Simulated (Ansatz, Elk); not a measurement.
# ZrCuGePb: X-ray structure factors from the self-consistent density

Structure refinements treat a crystal as free atoms side by side. For a made-up structure of ZrCuGePb (cell and positions from a PBE relaxation) the runs below show what the calculated density changes in F(hkl).

Calculated with Elk 11.2.3 (patched build); DFT, PBE, all-electron APW+lo, Dirac cores, scalar-relativistic bands, static density, no spin.

This account leaves out most program logs.

The structure was built from a prototype and need not be the compound's stable phase.

**1. The starting structure**

The structure is tetragonal, space group P4/nmm (No. 129). Conventional cell: a = 4.076 Å, b = 4.076 Å, c = 9.392 Å, α = 90.00°, β = 90.00°, γ = 90.00°. Pb has 4 Cu at 2.71 Å and 4 Zr at 2.99 Å nearest. Nearest to Zr lie 4 Ge at 2.93 Å and 4 Pb at 2.99 Å. Ge has 4 Ge at 2.88 Å and 4 Zr at 2.93 Å nearest. Nearest to Cu lie 4 Pb at 2.71 Å and 4 Cu at 2.88 Å. Farther neighbours are not listed.

**2. Ground state and structure factors**

An all-electron density is needed, since X-rays see the cores too. Task 0 finds the density and task 195 Fourier-transforms it; tshift is off so that phases refer to the origin typed.

elk.in reads:

```
tasks
  0
  195

xctype
  20

spinpol
  .false.

rgkmax
  7.0

gmaxvr
  14.0

lmaxo
  7

lmaxapw
  8

swidth
  0.002

tshift
  .false.

ramdisk
  .false.

hmaxvr
  5.5

maxscl
  120

epspot
  1e-06

sppath
  './'

avec
  7.70195991491 0.00000000000 0.00000000000
  0.00000000000 7.70195991491 0.00000000000
  0.00000000000 0.00000000000 17.74778843495

atoms
  4
  'Pb.in'
  2
  0.5000000000 0.0000000000 0.6897681997   0.000000 0.000000 0.000000
  0.0000000000 0.5000000000 0.3102318003   0.000000 0.000000 0.000000
  'Zr.in'
  2
  0.5000000000 -0.0000000000 0.2246015991   0.000000 0.000000 0.000000
  0.0000000000 0.5000000000 0.7753984009   0.000000 0.000000 0.000000
  'Ge.in'
  2
  0.0000000000 -0.0000000000 0.0000000000   0.000000 0.000000 0.000000
  0.5000000000 0.5000000000 0.0000000000   0.000000 0.000000 0.000000
  'Cu.in'
  2
  -0.0000000000 -0.0000000000 0.5000000000   0.000000 0.000000 0.000000
  0.5000000000 0.5000000000 0.5000000000   0.000000 0.000000 0.000000

ngridk
  6 6 3
```

Started as:

```bash
$ OMP_NUM_THREADS=4 elk
```

It took 67 s on 4 threads of INTEL XEON PLATINUM 8581C at 2.10GHz (Emerald Rapids), shared host; peak memory 0.35 GiB; 3.1 min of CPU time.

SFACRHO.OUT:

```text

h k l indices transformed by vhmat matrix:
   1.000000000       0.000000000       0.000000000    
   0.000000000       1.000000000       0.000000000    
   0.000000000       0.000000000       1.000000000    

      h      k      l  multipl.   |H|            Re(F)            Im(F)           |F|

      0      0      0      1   0.0000000       366.00000      0.24831895E-16   366.00000    
      0      0      1      2  0.35402638      -41.485837      0.21035840E-13   41.485837    
      0      0      2      2  0.70805276      -68.382480     -0.70646723E-13   68.382480    
      0     -1      0      4  0.81579045       0.0000000      0.51579826E-13  0.51579826E-13
      1      0     -1      4  0.88929676      0.36526411E-13  -70.787087       70.787087    
      1      0      1      4  0.88929676      0.73052822E-14   70.787087       70.787087    
      0      0      3      2   1.0620791       105.95191     -0.22379894E-13   105.95191    
     -1      0      2      4   1.0802096     -0.25568488E-13  -120.48289       120.48289    
      0     -1      2      4   1.0802096     -0.10957923E-13   120.48289       120.48289    
      1     -1      0      4   1.1537019      -106.47860     -0.89232708E-14   106.47860    
      1     -1      1      8   1.2067986       46.848561     -0.25472509E-14   46.848561    
      1      0      3      4   1.3392260     -0.76705463E-13  -3.2904758       3.2904758    
      1      0     -3      4   1.3392260     -0.65747540E-13   3.2904758       3.2904758    
     -1     -1     -2      8   1.3536494       256.51151     -0.14781513E-12   256.51151    
      0      0     -4      2   1.4161055       152.45973     -0.62173747E-13   152.45973    
     -1      1     -3      8   1.5681327      -88.750212     -0.30014867E-13   88.750212    
      0     -2      0      4   1.6315809       280.82478     -0.90388484E-13   280.82478    
     -1      0     -4      4   1.6342793     -0.69400181E-13  -166.14782       166.14782
```

Elk indexes on the primitive cell of elk.in and gives |H| = 4π sin θ/λ in inverse bohr. Below, one row stands for each form hkl of the conventional cell (m members, Friedel mates merged), F is for one primitive cell and the density is static (no thermal factor). Free-atom factors are Waasmaier and Kirfel's, and R is Σm||F|−|F'||/Σm|F|.

```tsv
hkl	m	sin θ/λ (Å⁻¹)	abs F, DFT	neutral atoms	diff.	abs of complex diff.
001	2	0.053	41.486	41.629	-0.143	0.143
002	2	0.106	68.382	68.189	+0.194	0.194
100	4	0.123	0.000	0.000	+0.000	0.000
101	8	0.134	70.787	71.085	-0.298	0.298
003	2	0.160	105.952	105.632	+0.320	0.320
102	8	0.162	120.483	120.516	-0.033	0.033
110	4	0.173	106.479	106.468	+0.011	0.011
111	8	0.181	46.849	46.330	+0.519	0.519
103	8	0.201	3.291	2.994	+0.296	0.296
112	8	0.204	256.512	257.612	-1.100	1.100
004	2	0.213	152.460	153.556	-1.096	1.096
113	8	0.236	88.750	89.277	-0.527	0.527
200	4	0.245	280.825	282.172	-1.347	1.347
104	8	0.246	166.148	166.478	-0.330	0.330
201	8	0.251	34.337	34.882	-0.545	0.545
005	2	0.266	76.714	76.845	-0.131	0.131
202	8	0.268	59.415	58.735	+0.680	0.680
210	8	0.274	0.000	0.000	+0.000	0.000
114	8	0.275	34.130	35.111	-0.980	0.980
211	16	0.279	62.286	62.390	-0.104	0.104
203	8	0.293	92.276	92.138	+0.138	0.138
105	8	0.293	77.587	77.549	+0.038	0.038
```

**3. The highest occupied states alone**

An energy window below the Fermi level keeps the highest occupied states, to see at which angles they scatter; shallow core shells can lie inside it and anion s states outside. No new self-consistency is needed.

elk.in: that of step 2 with these lines changed.

```diff
@@ -1,3 +1,2 @@
 tasks
-  0
   195
@@ -40,2 +39,5 @@
 
+wsfac
+  -0.259850 0.591390
+
 sppath
```

Started as:

```bash
$ OMP_NUM_THREADS=4 elk
```

It took 20 s on 4 threads; peak memory 0.23 GiB.

States within 15 eV below the Fermi level hold 46.00 electrons; any levels below the window count with the cores. Their amplitudes can exceed the total, where window and core parts have opposite phase:

```tsv
hkl	sin θ/λ (Å⁻¹)	abs F, window	abs F, all
001	0.053	15.435	41.486
002	0.106	16.757	68.382
100	0.123	0.000	0.000
101	0.134	0.077	70.787
003	0.160	12.709	105.952
102	0.162	1.469	120.483
110	0.173	14.579	106.479
111	0.181	12.736	46.849
103	0.201	0.073	3.291
112	0.204	14.900	256.512
```

**4. Another functional**

The difference from free atoms is small, so it is set against the change that LDA (Perdew-Wang) makes.

elk.in: that of step 3 with these lines changed.

```diff
@@ -1,2 +1,3 @@
 tasks
+  0
   195
@@ -4,3 +5,3 @@
 xctype
-  20
+  3
 
@@ -39,5 +40,2 @@
 
-wsfac
-  -0.259850 0.591390
-
 sppath
```

Started as:

```bash
$ OMP_NUM_THREADS=4 elk
```

Run time: 44 s. Hardware: 4 threads; peak memory 0.26 GiB.

Against the first run R = 0.02 %; the largest change is -0.098 at 220.

**5. A coarser k-mesh**

About half the k-points along each axis test the sampling.

elk.in: that of step 4 with these lines changed.

```diff
@@ -5,3 +5,3 @@
 xctype
-  3
+  20
 
@@ -68,2 +68,2 @@
 ngridk
-  6 6 3
+  3 3 2
```

Started as:

```bash
$ OMP_NUM_THREADS=4 elk
```

The job ended after 42 s (4 threads; peak memory 0.35 GiB; 88 s of CPU time).

Against the first run R = 0.01 %; the largest change is -0.078 at 200.

**6. Settings against the effect**

```tsv
run	R against the first run (%)	R against neutral atoms, low angle (%)	wall time
PBE, rgkmax 7	0.00	0.42	67 s
LDA (Perdew-Wang)	0.02	0.43	44 s
k-mesh 3×3×2	0.01	0.42	42 s
```

**7. Outcome**

| Quantity | Value |
| --- | --- |
| R against neutral atoms, sin θ/λ < 0.3 Å⁻¹ | 0.42 % |
| R against neutral atoms, 0.3 to 0.65 Å⁻¹ | 0.12 % |

What this shows: Independent neutral atoms miss the calculated amplitudes by R = 0.42 % below 0.3 Å⁻¹ and 0.12 % from there to 0.65 Å⁻¹; by shells, 0.39 % below 0.15 Å⁻¹ (3 forms), 0.42 % 0.15 to 0.3 (18 forms), 0.15 % 0.3 to 0.45 (33 forms), 0.11 % above 0.45 (88 forms). Bonding, aspherical density and the tables' own atoms all enter these figures, and the runs don't part them. The largest change of an amplitude is -1.35 electrons, at 200. The window's part falls from 46.0 electrons at the origin to at most 5.08 between 0.45 and 0.65 Å⁻¹, where compact states inside the window still scatter. Below 0.3 Å⁻¹ the changes that finished (LDA (Perdew-Wang) and k-mesh 3×3×2) move F by R = 0.02 % at most, against the 0.42 % that separates it from free atoms. The basis has no finished test. These runs have no spin, though d or f shells may be open. Spin-orbit coupling is left out, which can matter for elements this heavy. Part of the difference isn't bonding: the tables are fits to free atoms and ions calculated by other methods than this functional. Thermal motion, anomalous dispersion and extinction are left out.

[Logs are printed without paths, hosts, clocks, repeated set-up lines and the standing remarks that a program may print on its own settings, such as how far it seeks lower states.]

[Hosts, paths, dates, database ids (printed as entryN), source tags and the programs' standing remarks are cut or masked in the printed files.]
